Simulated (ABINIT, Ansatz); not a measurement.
# CO2 (Cmce): changed settings of a GW run in ABINIT

A base run on CO2 (Cmce), then changed inputs.

Program: ABINIT 10.8.3. Level of theory: PBEsol and many-body steps on it, plane waves. Results are calculated unless marked as measured.

### Step 1. Starting point

The structure is orthorhombic, space group Cmce (No. 64). The conventional cell has a = 5.272 Å, b = 4.775 Å, c = 6.587 Å, α = 90.00°, β = 90.00°, γ = 90.00°. Nearest to C lie 2 O at 1.17 Å. Nearest to O lie 1 C at 1.17 Å. Farther neighbours and most contacts between anions are not listed.

The cell and positions are those that the Materials Project relaxed with its own functionals (PBE, PBE+U or r2SCAN), kept fixed.

### Step 2. Screening, 4×4×2 mesh, 171 bands, screening to 141.5 eV

This step: ABINIT 10.8.3; RPA screening on PBEsol, plane waves, norm-conserving pseudopotentials.

The RPA dielectric matrix is built and inverted for each q.

The input, run.abi:

```
acell 3*1.0 Angstrom
rprim 
  2.635911230000 -2.387378120000 0.000000000000
  2.635911230000 2.387378120000 0.000000000000
  0.000000000000 0.000000000000 6.587174910000
ntypat 2
znucl 6 8
natom 6
typat 1 1 2 2 2 2
xred 
  0.000000000000 0.000000000000 0.000000000000
  0.500000000000 0.500000000000 0.500000000000
  0.806508570000 0.193491430000 0.891843390000
  0.193491430000 0.806508570000 0.108156610000
  0.693491430000 0.306508570000 0.391843390000
  0.306508570000 0.693491430000 0.608156610000
pp_dirpath "pseudos"
pseudos "C.upf, O.upf"
ecut 37
ngkpt 4 4 2
nshiftk 1
shiftk 0 0 0
kptopt 1
chksymbreak 0
istwfk *1
occopt 1
irdwfk 1
optdriver 3
nband 171
ecuteps 5.2
inclvkb 2
awtr 1
symchi 1
indata_prefix "in"
outdata_prefix "out"
tmpdata_prefix "tmp"
```

Run with:

```bash
$ OMP_NUM_THREADS=1 mpirun -n 8 abinit run.abi > log
```

Output:

```text
.Version 10.8.3 of ABINIT. v10.8.2 released Aug 2026.

 Symmetries : space group Cm c a (# 64); Bravais oC (1-face-center ortho.)
[... echo of the input left out ...]
== DATASET  1 ==================================================================
-   mpi_nproc: 8, omp_nthreads: 1 (-1 if OMP is not activated)

--- !DatasetInfo
iteration_state: {dtset: 1, }
dimensions: {natom: 6, nkpt: 14, mband: 171, nsppol: 1, nspinor: 1, nspden: 1, mpw: 6054, }
cutoff_energies: {ecut:  37.0, pawecutdg:  -1.0, }
electrons: {nelect:   3.20000000E+01, charge:   0.00000000E+00, occopt:   1.00000000E+00, tsmear:   1.00000000E-02, }

 SCREENING: Calculation of the susceptibility and dielectric matrices

 Based on a program developped by R.W. Godby, V. Olevano, G. Onida, and L. Reining.
 Incorporated in ABINIT by V. Olevano, G.-M. Rignanese, and M. Torrent.
.Using double precision arithmetic ; gwpc =  8

[... cell and pseudopotentials left out ...]
--------------------------------------------------------------------------------

 ==== K-mesh for the wavefunctions ====
 Number of points in the irreducible wedge :    14
[... list of points left out ...]
 Together with  8 symmetry operations and time-reversal symmetry
 yields    32 points in the full Brillouin Zone.

 ==== Q-mesh for the screening function ====
 Number of points in the irreducible wedge :    14
[... list of points left out ...]
 Together with  8 symmetry operations and time-reversal symmetry
 yields    32 points in the full Brillouin Zone.

 setmesh: FFT mesh size selected  =    30x   30x   50
          total number of points  =        45000

 vcoul_init : cutoff-mode = AUXILIARY_FUNCTION
 q-points for optical limit:   1
     1)      0.000010    0.000020    0.000030

- screening: taking advantage of time-reversal symmetry
- Maximum band index for partially occupied states nbvw = 16
- Remaining bands to be divided among processors   nbcw = 155
- Number of bands treated by each node ~19

 Number of electrons calculated from density =   32.0000; Expected =   32.0000
 average of density, n =  0.057197
 r_s =    1.6101
 omega_plasma =   23.0697 [eV]

 calculating chi0 at frequencies [eV] :
  1    0.000000E+00    0.000000E+00
  2    0.000000E+00    2.306969E+01

--------------------------------------------------------------------------------
  q-point number  1        q = ( 0.000000, 0.000000, 0.000000) [r.l.u.]
--------------------------------------------------------------------------------
[... chi0 elements left out ...]
 For q-point:  0.000010 0.000020 0.000030
  dielectric constant =   1.8372
  dielectric constant without local fields =   2.2329

  Average fulfillment of the sum rule on Im[epsilon] for q-point    1 :     72.44  [%]
[... wings left out ...]
  q-point number  2        q = ( 0.250000, 0.000000, 0.000000) [r.l.u.]
--------------------------------------------------------------------------------
[... chi0 elements left out ...]
  Average fulfillment of the sum rule on Im[epsilon] for q-point    2 :     78.41  [%]

 [... 12 further q-points ...]
```

Run time: 4.5 min. Hardware: 8 MPI ranks of Arm Neoverse N1, shared host; peak memory 4 GiB.

This step gave:

| Property | Result |
| --- | --- |
| ε∞ with local fields, on this mesh, along the program's q direction | 1.837 |
| the same without local fields | 2.233 |
| plasma frequency | 23.07 eV |
| plane waves in the screening matrix | 321 |

Local fields lower ε∞ by 18 %. On a Γ-centred mesh this coarse the value itself is usually too large, while a short band sum pulls it down.

### Step 3. Base

The self-energy is evaluated for the states that the input lists, and the levels follow from it, in one-shot runs by the linearised quasiparticle equation.

This step: G0W0 on PBEsol, plane waves, norm-conserving pseudopotentials.

run.abi: that of step 2 with these lines changed.

```diff
@@ -27,8 +27,17 @@
 irdwfk 1
-optdriver 3
+optdriver 4
 nband 171
+gwcalctyp 0
+ecutsigx 37
+symsigma 1
+nkptgw 2
+kptgw 
+  0.5000000000 0.5000000000 0.0000000000
+  0.0000000000 0.0000000000 0.0000000000
+bdgw 
+  15 18
+  15 18
 ecuteps 5.2
-inclvkb 2
-awtr 1
-symchi 1
+irdscr 1
+ppmodel 1
 indata_prefix "in"
```

Output:

```text
.Version 10.8.3 of ABINIT. v10.8.2 released Aug 2026.

 Symmetries : space group Cm c a (# 64); Bravais oC (1-face-center ortho.)
[... echo of the input left out ...]
== DATASET  1 ==================================================================
-   mpi_nproc: 8, omp_nthreads: 1 (-1 if OMP is not activated)

--- !DatasetInfo
iteration_state: {dtset: 1, }
dimensions: {natom: 6, nkpt: 14, mband: 171, nsppol: 1, nspinor: 1, nspden: 1, mpw: 6054, }
cutoff_energies: {ecut:  37.0, pawecutdg:  -1.0, }
electrons: {nelect:   3.20000000E+01, charge:   0.00000000E+00, occopt:   1.00000000E+00, tsmear:   1.00000000E-02, }

 SIGMA: Calculation of the GW corrections

 Based on a program developped by R.W. Godby, V. Olevano, G. Onida, and L. Reining.
 Incorporated in ABINIT by V. Olevano, G.-M. Rignanese, and M. Torrent.
.Using double precision arithmetic ; gwpc =  8

[... cell and pseudopotentials left out ...]
--------------------------------------------------------------------------------

 ==== K-mesh for the wavefunctions ====
 Number of points in the irreducible wedge :    14
[... list of points left out ...]
 Together with  8 symmetry operations and time-reversal symmetry
 yields    32 points in the full Brillouin Zone.

 ==== Q-mesh for screening function ====
 Number of points in the irreducible wedge :    14
[... list of points left out ...]
 Together with  8 symmetry operations and time-reversal symmetry
 yields    32 points in the full Brillouin Zone.

 vcoul_init : cutoff-mode = AUXILIARY_FUNCTION
 q-points for optical limit:   1
     1)      0.000010    0.000020    0.000030
 setmesh: FFT mesh size selected  =    40x   40x   72
          total number of points  =       115200

 Number of electrons calculated from density =   32.0000; Expected =   32.0000
 average of density, n =  0.057197
 r_s =    1.6101
 omega_plasma =   23.0697 [eV]

 === KS Band Gaps ===
  >>>> For spin  1
   Minimum direct gap =   7.1427 [eV], located at k-point      :   0.0000  0.0000  0.0000
   Fundamental gap    =   6.5818 [eV], Top of valence bands at :   0.5000  0.5000  0.0000
                                       Bottom of conduction at :   0.0000  0.0000  0.0000
 SIGMA fundamental parameters:
 PLASMON POLE MODEL  1
 number of plane-waves for SigmaX                 6011
 number of plane-waves for SigmaC and W            321
 number of plane-waves for wavefunctions          6011
 number of bands                                   171
 number of independent spin polarizations            1
 number of spinorial components                      1
 number of k-points in IBZ                          14
 number of q-points in IBZ                          14
 number of symmetry operations                       8
 number of k-points in BZ                           32
 number of q-points in BZ                           32
 number of frequencies for dSigma/dE                 9
 frequency step for dSigma/dE [eV]                0.25
 number of omega for Sigma on real axis              0
 max omega for Sigma on real axis  [eV]           0.00
 zcut for avoiding poles [eV]                     0.10

 EPSILON^-1 parameters (SCR file):
 dimension of the eps^-1 matrix on file            321
 dimension of the eps^-1 matrix used               321
 number of plane-waves for wavefunctions          6011
 number of bands                                   171
 number of q-points in IBZ                          14
 number of frequencies                               2
 number of real frequencies                          1
 number of imag frequencies                          1

 matrix elements of self-energy operator (all in [eV])

 Perturbative Calculation

--- !SelfEnergy_ee
iteration_state: {dtset: 1, }
kpoint     : [   0.500,    0.500,    0.000, ]
spin       : 1
KS_gap     :    7.767
QP_gap     :   12.888
Delta_QP_KS:    5.121
data: !SigmaeeData |
     Band     E0 <VxcDFT>   SigX SigC(E0)      Z dSigC/dE  Sig(E)    E-E0       E
       15  -3.447 -19.503 -24.934   2.918   0.827  -0.209 -21.581  -2.078  -5.525
       16  -3.115 -19.999 -25.296   2.897   0.826  -0.211 -21.982  -1.983  -5.098
       17   4.651 -15.944  -9.906  -2.349   0.851  -0.176 -12.806   3.138   7.790
       18   5.718 -16.902  -9.948  -2.818   0.843  -0.186 -13.414   3.488   9.206

--- !SelfEnergy_ee
iteration_state: {dtset: 1, }
kpoint     : [   0.000,    0.000,    0.000, ]
spin       : 1
KS_gap     :    7.143
QP_gap     :   10.911
Delta_QP_KS:    3.768
data: !SigmaeeData |
     Band     E0 <VxcDFT>   SigX SigC(E0)      Z dSigC/dE  Sig(E)    E-E0       E
       15  -3.729 -19.235 -24.726   2.918   0.827  -0.209 -21.364  -2.129  -5.858
       16  -3.676 -19.202 -24.719   2.933   0.827  -0.209 -21.339  -2.138  -5.814
       17   3.466 -10.424  -5.714  -2.865   0.884  -0.131  -8.793   1.631   5.097
       18   3.992 -15.084  -9.362  -2.243   0.856  -0.169 -12.107   2.976   6.969

== END DATASET(S) ==============================================================
================================================================================

 -outvars: echo values of variables after computation  --------
           etotal      0.0000000000E+00
            nband         171
             nkpt          14
          spgroup          64
 [... the other variables as echoed above ...]

 Calculation completed.
```

Run time: 29 s. Hardware: 8 MPI ranks; peak memory 3.2 GiB; 3.9 min of CPU time.

This step gave:

```yaml
g0w0_gap_on_the_points_computed: 10.20 eV
starting_gap_on_the_mesh: 6.582 eV
k_of_the_valence_top: 0.5, 0.5, 0
k_of_the_conduction_bottom: 0, 0, 0
z_at_the_valence_top: 0.826
z_at_the_conduction_bottom: 0.884
least_direct_g0w0_gap_on_the_computed_points: 10.91 eV
```

The gap on the mesh goes from 6.58 eV to 10.20 eV, a correction of +3.61 eV.

### Step 4. No symmetry in the self-energy

run.abi: that of step 3 with these lines changed.

```diff
@@ -31,3 +31,3 @@
 ecutsigx 37
-symsigma 1
+symsigma 0
 nkptgw 2
```

Output:

```text
.Version 10.8.3 of ABINIT. v10.8.2 released Aug 2026.

 Symmetries : space group Cm c a (# 64); Bravais oC (1-face-center ortho.)
[... echo of the input left out ...]
== DATASET  1 ==================================================================
-   mpi_nproc: 8, omp_nthreads: 1 (-1 if OMP is not activated)

--- !DatasetInfo
iteration_state: {dtset: 1, }
dimensions: {natom: 6, nkpt: 14, mband: 171, nsppol: 1, nspinor: 1, nspden: 1, mpw: 6054, }
cutoff_energies: {ecut:  37.0, pawecutdg:  -1.0, }
electrons: {nelect:   3.20000000E+01, charge:   0.00000000E+00, occopt:   1.00000000E+00, tsmear:   1.00000000E-02, }

 SIGMA: Calculation of the GW corrections

 Based on a program developped by R.W. Godby, V. Olevano, G. Onida, and L. Reining.
 Incorporated in ABINIT by V. Olevano, G.-M. Rignanese, and M. Torrent.
.Using double precision arithmetic ; gwpc =  8

[... cell and pseudopotentials left out ...]
--------------------------------------------------------------------------------

 ==== K-mesh for the wavefunctions ====
 Number of points in the irreducible wedge :    14
[... list of points left out ...]
 Together with  8 symmetry operations and time-reversal symmetry
 yields    32 points in the full Brillouin Zone.

 ==== Q-mesh for screening function ====
 Number of points in the irreducible wedge :    14
[... list of points left out ...]
 Together with  8 symmetry operations and time-reversal symmetry
 yields    32 points in the full Brillouin Zone.

 vcoul_init : cutoff-mode = AUXILIARY_FUNCTION
 q-points for optical limit:   1
     1)      0.000010    0.000020    0.000030
 setmesh: FFT mesh size selected  =    40x   40x   72
          total number of points  =       115200

 Number of electrons calculated from density =   32.0000; Expected =   32.0000
[...]
number of omega for Sigma on real axis              0
 max omega for Sigma on real axis  [eV]           0.00
 zcut for avoiding poles [eV]                     0.10

 EPSILON^-1 parameters (SCR file):
 dimension of the eps^-1 matrix on file            321
 dimension of the eps^-1 matrix used               321
 number of plane-waves for wavefunctions          6011
 number of bands                                   171
 number of q-points in IBZ                          14
 number of frequencies                               2
 number of real frequencies                          1
 number of imag frequencies                          1

 matrix elements of self-energy operator (all in [eV])

 Perturbative Calculation

--- !SelfEnergy_ee
iteration_state: {dtset: 1, }
kpoint     : [   0.500,    0.500,    0.000, ]
spin       : 1
KS_gap     :    7.767
QP_gap     :   12.888
Delta_QP_KS:    5.121
data: !SigmaeeData |
     Band     E0 <VxcDFT>   SigX SigC(E0)      Z dSigC/dE  Sig(E)    E-E0       E
       15  -3.447 -19.503 -24.934   2.918   0.827  -0.209 -21.581  -2.078  -5.525
       16  -3.115 -19.999 -25.296   2.897   0.826  -0.211 -21.982  -1.983  -5.098
       17   4.651 -15.944  -9.906  -2.349   0.851  -0.176 -12.806   3.138   7.790
[...]
--- !SelfEnergy_ee
iteration_state: {dtset: 1, }
kpoint     : [   0.000,    0.000,    0.000, ]
spin       : 1
KS_gap     :    7.143
QP_gap     :   10.911
Delta_QP_KS:    3.768
data: !SigmaeeData |
     Band     E0 <VxcDFT>   SigX SigC(E0)      Z dSigC/dE  Sig(E)    E-E0       E
[...]
17   3.466 -10.424  -5.714  -2.865   0.884  -0.131  -8.793   1.631   5.097
       18   3.992 -15.084  -9.362  -2.243   0.856  -0.169 -12.107   2.976   6.969

== END DATASET(S) ==============================================================
================================================================================

 -outvars: echo values of variables after computation  --------
           etotal      0.0000000000E+00
            nband         171
             nkpt          14
          spgroup          64
 [... the other variables as echoed above ...]

 Calculation completed.
```

Run time: 66 s. Hardware: 8 MPI ranks; peak memory 3.2 GiB; 8.7 min of CPU time.

This step gave:

```yaml
g0w0_gap_on_the_points_computed: 10.20 eV
starting_gap_on_the_mesh: 6.582 eV
k_of_the_valence_top: 0.5, 0.5, 0
k_of_the_conduction_bottom: 0, 0, 0
z_at_the_valence_top: 0.826
z_at_the_conduction_bottom: 0.884
least_direct_g0w0_gap_on_the_computed_points: 10.91 eV
```

Against G0W0 in ABINIT (4×4×2 mesh, 171 bands, screening to 141.5 eV, Godby-Needs plasmon pole), the gap moves by +0.000 eV.

### Step 5. Screening cutoff above the file's

run.abi: that of step 4 with these lines changed.

```diff
@@ -31,3 +31,3 @@
 ecutsigx 37
-symsigma 0
+symsigma 1
 nkptgw 2
@@ -39,3 +39,3 @@
   15 18
-ecuteps 5.2
+ecuteps 20.8
 irdscr 1
```

Output:

```text
.Version 10.8.3 of ABINIT. v10.8.2 released Aug 2026.

 Symmetries : space group Cm c a (# 64); Bravais oC (1-face-center ortho.)
[... echo of the input left out ...]
== DATASET  1 ==================================================================
-   mpi_nproc: 8, omp_nthreads: 1 (-1 if OMP is not activated)

--- !DatasetInfo
iteration_state: {dtset: 1, }
dimensions: {natom: 6, nkpt: 14, mband: 171, nsppol: 1, nspinor: 1, nspden: 1, mpw: 6054, }
cutoff_energies: {ecut:  37.0, pawecutdg:  -1.0, }
electrons: {nelect:   3.20000000E+01, charge:   0.00000000E+00, occopt:   1.00000000E+00, tsmear:   1.00000000E-02, }

 SIGMA: Calculation of the GW corrections

 Based on a program developped by R.W. Godby, V. Olevano, G. Onida, and L. Reining.
 Incorporated in ABINIT by V. Olevano, G.-M. Rignanese, and M. Torrent.
.Using double precision arithmetic ; gwpc =  8

[... cell and pseudopotentials left out ...]
--------------------------------------------------------------------------------

 ==== K-mesh for the wavefunctions ====
 Number of points in the irreducible wedge :    14
[... list of points left out ...]
 Together with  8 symmetry operations and time-reversal symmetry
 yields    32 points in the full Brillouin Zone.

 ==== Q-mesh for screening function ====
 Number of points in the irreducible wedge :    14
[... list of points left out ...]
 Together with  8 symmetry operations and time-reversal symmetry
 yields    32 points in the full Brillouin Zone.

 vcoul_init : cutoff-mode = AUXILIARY_FUNCTION
 q-points for optical limit:   1
     1)      0.000010    0.000020    0.000030
 setmesh: FFT mesh size selected  =    40x   40x   72
          total number of points  =       115200

 Number of electrons calculated from density =   32.0000; Expected =   32.0000
[...]
number of omega for Sigma on real axis              0
 max omega for Sigma on real axis  [eV]           0.00
 zcut for avoiding poles [eV]                     0.10

 EPSILON^-1 parameters (SCR file):
 dimension of the eps^-1 matrix on file            321
 dimension of the eps^-1 matrix used               321
 number of plane-waves for wavefunctions          6011
 number of bands                                   171
 number of q-points in IBZ                          14
 number of frequencies                               2
 number of real frequencies                          1
 number of imag frequencies                          1

 matrix elements of self-energy operator (all in [eV])

 Perturbative Calculation

--- !SelfEnergy_ee
iteration_state: {dtset: 1, }
kpoint     : [   0.500,    0.500,    0.000, ]
spin       : 1
KS_gap     :    7.767
QP_gap     :   12.888
Delta_QP_KS:    5.121
data: !SigmaeeData |
     Band     E0 <VxcDFT>   SigX SigC(E0)      Z dSigC/dE  Sig(E)    E-E0       E
       15  -3.447 -19.503 -24.934   2.918   0.827  -0.209 -21.581  -2.078  -5.525
       16  -3.115 -19.999 -25.296   2.897   0.826  -0.211 -21.982  -1.983  -5.098
       17   4.651 -15.944  -9.906  -2.349   0.851  -0.176 -12.806   3.138   7.790
[...]
--- !SelfEnergy_ee
iteration_state: {dtset: 1, }
kpoint     : [   0.000,    0.000,    0.000, ]
spin       : 1
KS_gap     :    7.143
QP_gap     :   10.911
Delta_QP_KS:    3.768
data: !SigmaeeData |
     Band     E0 <VxcDFT>   SigX SigC(E0)      Z dSigC/dE  Sig(E)    E-E0       E
[...]
17   3.466 -10.424  -5.714  -2.865   0.884  -0.131  -8.793   1.631   5.097
       18   3.992 -15.084  -9.362  -2.243   0.856  -0.169 -12.107   2.976   6.969

== END DATASET(S) ==============================================================
================================================================================

 -outvars: echo values of variables after computation  --------
           etotal      0.0000000000E+00
            nband         171
             nkpt          14
          spgroup          64
 [... the other variables as echoed above ...]

 Calculation completed.
```

Wall time 31 s (8 MPI ranks); peak memory 3.2 GiB.

The run ended normally, though the input holds a fault or crude settings.

The fault put into this input: screening cutoff above the file's. It printed a gap of 10.20 eV, the value of the sound run: the program fell back on what its files hold, so an unchanged gap is no proof of convergence.

### Step 6. Side by side

Times are wall times on 8 MPI ranks of Arm Neoverse N1, shared host, good to a factor of about two. A run's time includes the screening step that it read.

| run | mesh | bands | screening cutoff (eV) | DFT gap (eV) | gap on the mesh (eV) | direct (eV) | ε∞ used | time |
| --- | --- | --- | --- | --- | --- | --- | --- | --- |
| base | 4×4×2 | 171 | 141.5 | 6.582 | 10.195 | 10.911 | 1.84 | 5 min |
| no symmetry in the self-energy | 4×4×2 | 171 | 141.5 | 6.582 | 10.195 | 10.911 | 1.84 | 5.6 min |

### Step 7. Results

```yaml
base: 10.195 eV
no_symmetry_in_the_self_energy: 10.195 eV
known_limits: not at the basis limit; coarse k mesh
```

No symmetry in the self-energy: no change against base (keys changed: symsigma). Bands and cutoff are finite, so the gap is not at the basis limit. The miss can reach some tenths of an eV and take either sign; the mesh is an error of its own. In the G0W0 runs levels were corrected at 2 k points alone, so a gap called «on the mesh» is the least over those, and an edge elsewhere would be missed. The 4×4×2 mesh is coarse for this cell, which bears on the long-range parts of exchange and screening.

[Paths, hosts, dates, memory and timing lines, banners, echoed tables and standing remarks are left out of the program output.]

[Logs are printed without paths, hosts, clocks, repeated set-up lines and the standing remarks that a program may print on its own settings, such as how far it seeks lower states.]

[Runs of the session that timed out or met a known fault of the program may be left out.]

[Hosts, paths, dates, database ids (printed as entryN), source tags and the programs' standing remarks are cut or masked in the printed files.]

[G0W0 gaps are taken among the corrected bands and points alone; a level outside them can change the order at an edge.]

[Where Ansatz stands beside ABINIT at settings called matched, ABINIT's density can come from a denser mesh and the files from another edition; pairs whose starting gaps differed by over 0.03 eV were left out, so agreement reads better than it is.]
